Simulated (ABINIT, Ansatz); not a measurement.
An input for ABINIT 10.8.3 (CaC2 (I4/mmm)):

```
acell 3*1.0 Angstrom
rprim 
  -1.934298599400 1.934298599400 3.202111242500
  1.934298599400 -1.934298599400 3.202111242500
  1.934298599400 1.934298599400 -3.202111242500
ntypat 2
znucl 20 6
natom 3
typat 1 2 2
xred 
  0.000000000000 0.000000000000 0.000000000000
  0.597892720000 0.597892720000 0.000000000000
  0.402107280000 0.402107280000 0.000000000000
pp_dirpath "pseudos"
pseudos "Ca.upf, C.upf"
ecut 37
ngkpt 4 4 4
nshiftk 1
shiftk 0 0 0
kptopt 1
chksymbreak 0
istwfk *1
occopt 1
irdwfk 1
optdriver 3
nband 22
ecuteps 2.3
inclvkb 2
awtr 1
symchi 1
indata_prefix "in"
outdata_prefix "out"
tmpdata_prefix "tmp"
```

```sh
OMP_NUM_THREADS=1 mpirun -n 4 abinit run.abi > log
```

Question: Estimate wall time and host memory on 4 MPI ranks of Arm Neoverse V2, shared host.

It took 20 s; on shared hardware allow 9.8 s to 39 s. Peak host memory was 1.3 GiB.

[Paths, hosts, dates, memory and timing lines, banners, echoed tables and standing remarks are left out of the program output.]

[Logs are printed without paths, hosts, clocks, repeated set-up lines and the standing remarks that a program may print on its own settings, such as how far it seeks lower states.]

[Runs of the session that timed out or met a known fault of the program may be left out.]

[Hosts, paths, dates, database ids (printed as entryN), source tags and the programs' standing remarks are cut or masked in the printed files.]

[G0W0 gaps are taken among the corrected bands and points alone; a level outside them can change the order at an edge.]

[Where Ansatz stands beside ABINIT at settings called matched, ABINIT's density can come from a denser mesh and the files from another edition; pairs whose starting gaps differed by over 0.03 eV were left out, so agreement reads better than it is.]
